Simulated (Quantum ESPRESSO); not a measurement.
## LiF (Griceite): how pressure shifts the optical phonon

Wanted: a fit of frequency against volume for LiF (Griceite), tested on a run that is left out of it.

Program: Quantum ESPRESSO 7.5. Level of theory: DFT LDA, scalar-relativistic, plane waves, PseudoDojo norm-conserving pseudopotentials. Results are calculated unless marked as measured.

## (1) The relaxed structure

The structure is cubic, space group Fm-3m (No. 225). Conventional cell: a = 3.905 Å, b = 3.905 Å, c = 3.905 Å, α = 90.00°, β = 90.00°, γ = 90.00°. Li has 6 F at 1.95 Å nearest. Nearest to F lie 6 Li at 1.95 Å. Farther neighbours and most contacts between anions are not listed.

This is the cell after its relaxation at this level of theory, not the database cell from which that began.

## (2) Runs at several volumes

The relaxed cell is scaled uniformly; in this structure symmetry fixes all atoms, so nothing has to be relaxed anew. Each volume gets a ground state and a response at Γ. The mode followed is the highest one without the macroscopic field, of symmetry T1u; longitudinal polar modes lie higher. Cutoff 92 Ry, k mesh 12×12×12.

From the response at V/V₀ = 0.94:

What it wrote:

```text
[banners, grids, parts of the stress and lines that vanish by symmetry left out]
Program PHONON v.7.5
     Reading xml data from directory:

[...]
Exchange-correlation= PW
                           (   1   4   0   0   0   0   0)
[...]
kinetic-energy cut-off    =      92.0000  Ry
     charge density cut-off    =     368.0000  Ry
     convergence threshold     =      1.0E-18
[...]
Exchange-correlation= PW
                           (   1   4   0   0   0   0   0)
[...]
q = (   0.0000000   0.0000000   0.0000000 )
     49 Sym.Ops. (with q -> -q+G )
     G cutoff =  487.0733  (  11191 G-vectors)     FFT grid: ( 32, 32, 32)
     number of k points=    72
[...]
Mode symmetry, O_h (m-3m)  point group:
[...]
Dielectric constant
[...]
End of electric fields calculation
          Dielectric constant in cartesian axis
          (       2.132320946       0.000000000       0.000000000 )
          (       0.000000000       2.132320946      -0.000000000 )
          (       0.000000000      -0.000000000       2.132320946 )
          Effective charges (d Force / dE) in cartesian axis without acoustic sum rule applied (asr)
           atom    1  Li    Mean Z*:        1.03500
      Ex  (        1.03500        0.00000        0.00000 )
      Ey  (        0.00000        1.03500       -0.00000 )
      Ez  (        0.00000       -0.00000        1.03500 )
           atom    2  F     Mean Z*:       -1.03497
      Ex  (       -1.03497       -0.00000        0.00000 )
      Ey  (       -0.00000       -1.03497       -0.00000 )
      Ez  (        0.00000       -0.00000       -1.03497 )
          Effective charges Sum: Mean:        0.00003
[...]
Effective charges (d Force / dE) in cartesian axis with asr applied:
           atom    1  Li    Mean Z*:        1.03499
[...]
atom    2  F     Mean Z*:       -1.03499
[...]
Representation #   1 modes #   1   2   3
[...]
End of self-consistent calculation
     Convergence has been achieved
     Representation #   2 modes #   4   5   6
[...]
End of self-consistent calculation
     Convergence has been achieved
[...]
Dielectric constant in cartesian axis
          (       2.132320946       0.000000000       0.000000000 )
          (       0.000000000       2.132320946      -0.000000000 )
          (       0.000000000      -0.000000000       2.132320946 )
          Effective charges (d Force / dE) in cartesian axis without acoustic sum rule applied (asr)
           atom    1  Li    Mean Z*:        1.03500
      Ex  (        1.03500        0.00000        0.00000 )
      Ey  (        0.00000        1.03500       -0.00000 )
      Ez  (        0.00000       -0.00000        1.03500 )
           atom    2  F     Mean Z*:       -1.03497
      Ex  (       -1.03497       -0.00000        0.00000 )
      Ey  (       -0.00000       -1.03497       -0.00000 )
      Ez  (        0.00000       -0.00000       -1.03497 )
          Effective charges Sum: Mean:        0.00003
[...]
Effective charges (d Force / dE) in cartesian axis with asr applied:
           atom    1  Li    Mean Z*:        1.03499
[...]
atom    2  F     Mean Z*:       -1.03499
[...]
q = (    0.000000000   0.000000000   0.000000000 )
[...]
freq (    1) =       0.079482 [THz] =       2.651220 [cm-1]
     freq (    2) =       0.079482 [THz] =       2.651220 [cm-1]
     freq (    3) =       0.079482 [THz] =       2.651220 [cm-1]
     freq (    4) =      11.952443 [THz] =     398.690597 [cm-1]
     freq (    5) =      11.952443 [THz] =     398.690597 [cm-1]
     freq (    6) =      11.952443 [THz] =     398.690597 [cm-1]
[...]
Mode symmetry, O_h (m-3m)  point group:
     freq (   1-   3) =          2.7  [cm-1]   --> T_1u G_15  G_4- I
     freq (   4-   6) =        398.7  [cm-1]   --> T_1u G_15  G_4- I

   JOB DONE.
```

One volume, V/V₀ = 0.97, is held back as a test.

```
V/V₀  volume (Å³/atom)  pressure (GPa)   ω (cm⁻¹)
0.94             6.996            6.14     398.69
0.97             7.220            2.82  held back
   1             7.443           -0.01     342.88
1.03             7.666           -2.43     316.50
1.06             7.890           -4.49     290.90
```

## (3) The fit

The mode Grüneisen parameter is γ = −d ln ω / d ln V.

```
ln(V/V₀)    ln ω
 -0.0619  5.9882
  0.0000  5.8374
  0.0296  5.7573
  0.0583  5.6730
```

A straight line through these points has the slope -2.607, so γ = 2.61; at V/V₀ = 0.97 it predicts ω = exp(5.8309 + 0.0794) = 368.81 cm⁻¹.

A parabola of pressure against ln V through V/V₀ = 0.97, 1 and 1.03 gives the bulk modulus B = −dP/d ln V = 87 GPa at V₀. With ω₀ from the fitted line the pressure coefficient follows as dω/dP = γ ω₀ / B = 2.61 × 340.7 / 87 = 10.2 cm⁻¹/GPa.

## (4) The run that was held back

What it wrote:

```text
[banners, grids, parts of the stress and lines that vanish by symmetry left out]
[banner, memory and clock lines left out]
Program PHONON v.7.5

[...]
Exchange-correlation= PW
                           (   1   4   0   0   0   0   0)
[...]
kinetic-energy cut-off    =      92.0000  Ry
     charge density cut-off    =     368.0000  Ry
     convergence threshold     =      1.0E-18
[...]
Exchange-correlation= PW
                           (   1   4   0   0   0   0   0)
[...]
q = (   0.0000000   0.0000000   0.0000000 )
     49 Sym.Ops. (with q -> -q+G )
     G cutoff =  497.3822  (  11575 G-vectors)     FFT grid: ( 32, 32, 32)
     number of k points=    72
[...]
Mode symmetry, O_h (m-3m)  point group:
[...]
Dielectric constant
[...]
End of electric fields calculation
          Dielectric constant in cartesian axis
          (       2.122873064      -0.000000000      -0.000000000 )
          (      -0.000000000       2.122873064       0.000000000 )
          (      -0.000000000       0.000000000       2.122873064 )
          Effective charges (d Force / dE) in cartesian axis without acoustic sum rule applied (asr)
           atom    1  Li    Mean Z*:        1.03848
      Ex  (        1.03848       -0.00000       -0.00000 )
      Ey  (       -0.00000        1.03848        0.00000 )
      Ez  (       -0.00000        0.00000        1.03848 )
           atom    2  F     Mean Z*:       -1.03845
      Ex  (       -1.03845       -0.00000       -0.00000 )
      Ey  (       -0.00000       -1.03845        0.00000 )
      Ez  (       -0.00000        0.00000       -1.03845 )
[...]
Representation #   1 modes #   1   2   3
[...]
End of self-consistent calculation
     Convergence has been achieved
     Representation #   2 modes #   4   5   6
[...]
End of self-consistent calculation
     Convergence has been achieved
[...]
Dielectric constant in cartesian axis
          (       2.122873064      -0.000000000      -0.000000000 )
          (      -0.000000000       2.122873064       0.000000000 )
          (      -0.000000000       0.000000000       2.122873064 )
          Effective charges (d Force / dE) in cartesian axis without acoustic sum rule applied (asr)
           atom    1  Li    Mean Z*:        1.03848
      Ex  (        1.03848       -0.00000       -0.00000 )
      Ey  (       -0.00000        1.03848        0.00000 )
      Ez  (       -0.00000        0.00000        1.03848 )
           atom    2  F     Mean Z*:       -1.03845
      Ex  (       -1.03845       -0.00000       -0.00000 )
      Ey  (       -0.00000       -1.03845        0.00000 )
      Ez  (       -0.00000        0.00000       -1.03845 )
          Effective charges Sum: Mean:        0.00003
[...]
Effective charges (d Force / dE) in cartesian axis with asr applied:
           atom    1  Li    Mean Z*:        1.03846
[...]
atom    2  F     Mean Z*:       -1.03846
[...]
q = (    0.000000000   0.000000000   0.000000000 )
[...]
freq (    1) =       0.055708 [THz] =       1.858235 [cm-1]
     freq (    2) =       0.055708 [THz] =       1.858235 [cm-1]
     freq (    3) =       0.055708 [THz] =       1.858235 [cm-1]
     freq (    4) =      11.098710 [THz] =     370.213107 [cm-1]
     freq (    5) =      11.098710 [THz] =     370.213107 [cm-1]
     freq (    6) =      11.098710 [THz] =     370.213107 [cm-1]
[...]
Mode symmetry, O_h (m-3m)  point group:
     freq (   1-   3) =          1.9  [cm-1]   --> T_1u G_15  G_4- I
     freq (   4-   6) =        370.2  [cm-1]   --> T_1u G_15  G_4- I
```

It gives 370.21 cm⁻¹ against the predicted 368.81 cm⁻¹, a miss of 1 cm⁻¹.

## (5) Results

```json
{
 "mode Grüneisen parameter": "2.607",
 "bulk modulus": "87.3 GPa",
 "pressure coefficient": "10.2 cm⁻¹/GPa"
}
```

The highest optical mode of LiF (Griceite) without the LO-TO term stiffens by 10.2 cm⁻¹ a GPa near the relaxed volume, with γ = 2.61. The power law meets all 5 runs within 0.65 %; between neighbouring volumes γ runs from 2.36 to 2.94. Such a coefficient turns a measured shift of this mode into a hydrostatic stress; uniaxial or biaxial stress splits the mode and needs deformation potentials. These are harmonic values at zero temperature for the structure held cubic, which a run at Γ can't show to be stable; the bulk modulus rests on three points.

[Host names and launcher messages were left out of these logs when they were recorded.]

[Logs are printed without paths, hosts, clocks, repeated set-up lines and the standing remarks that a program may print on its own settings, such as how far it seeks lower states.]

[Hosts, paths, dates, database ids (printed as entryN), source tags and the programs' standing remarks are cut or masked in the printed files.]
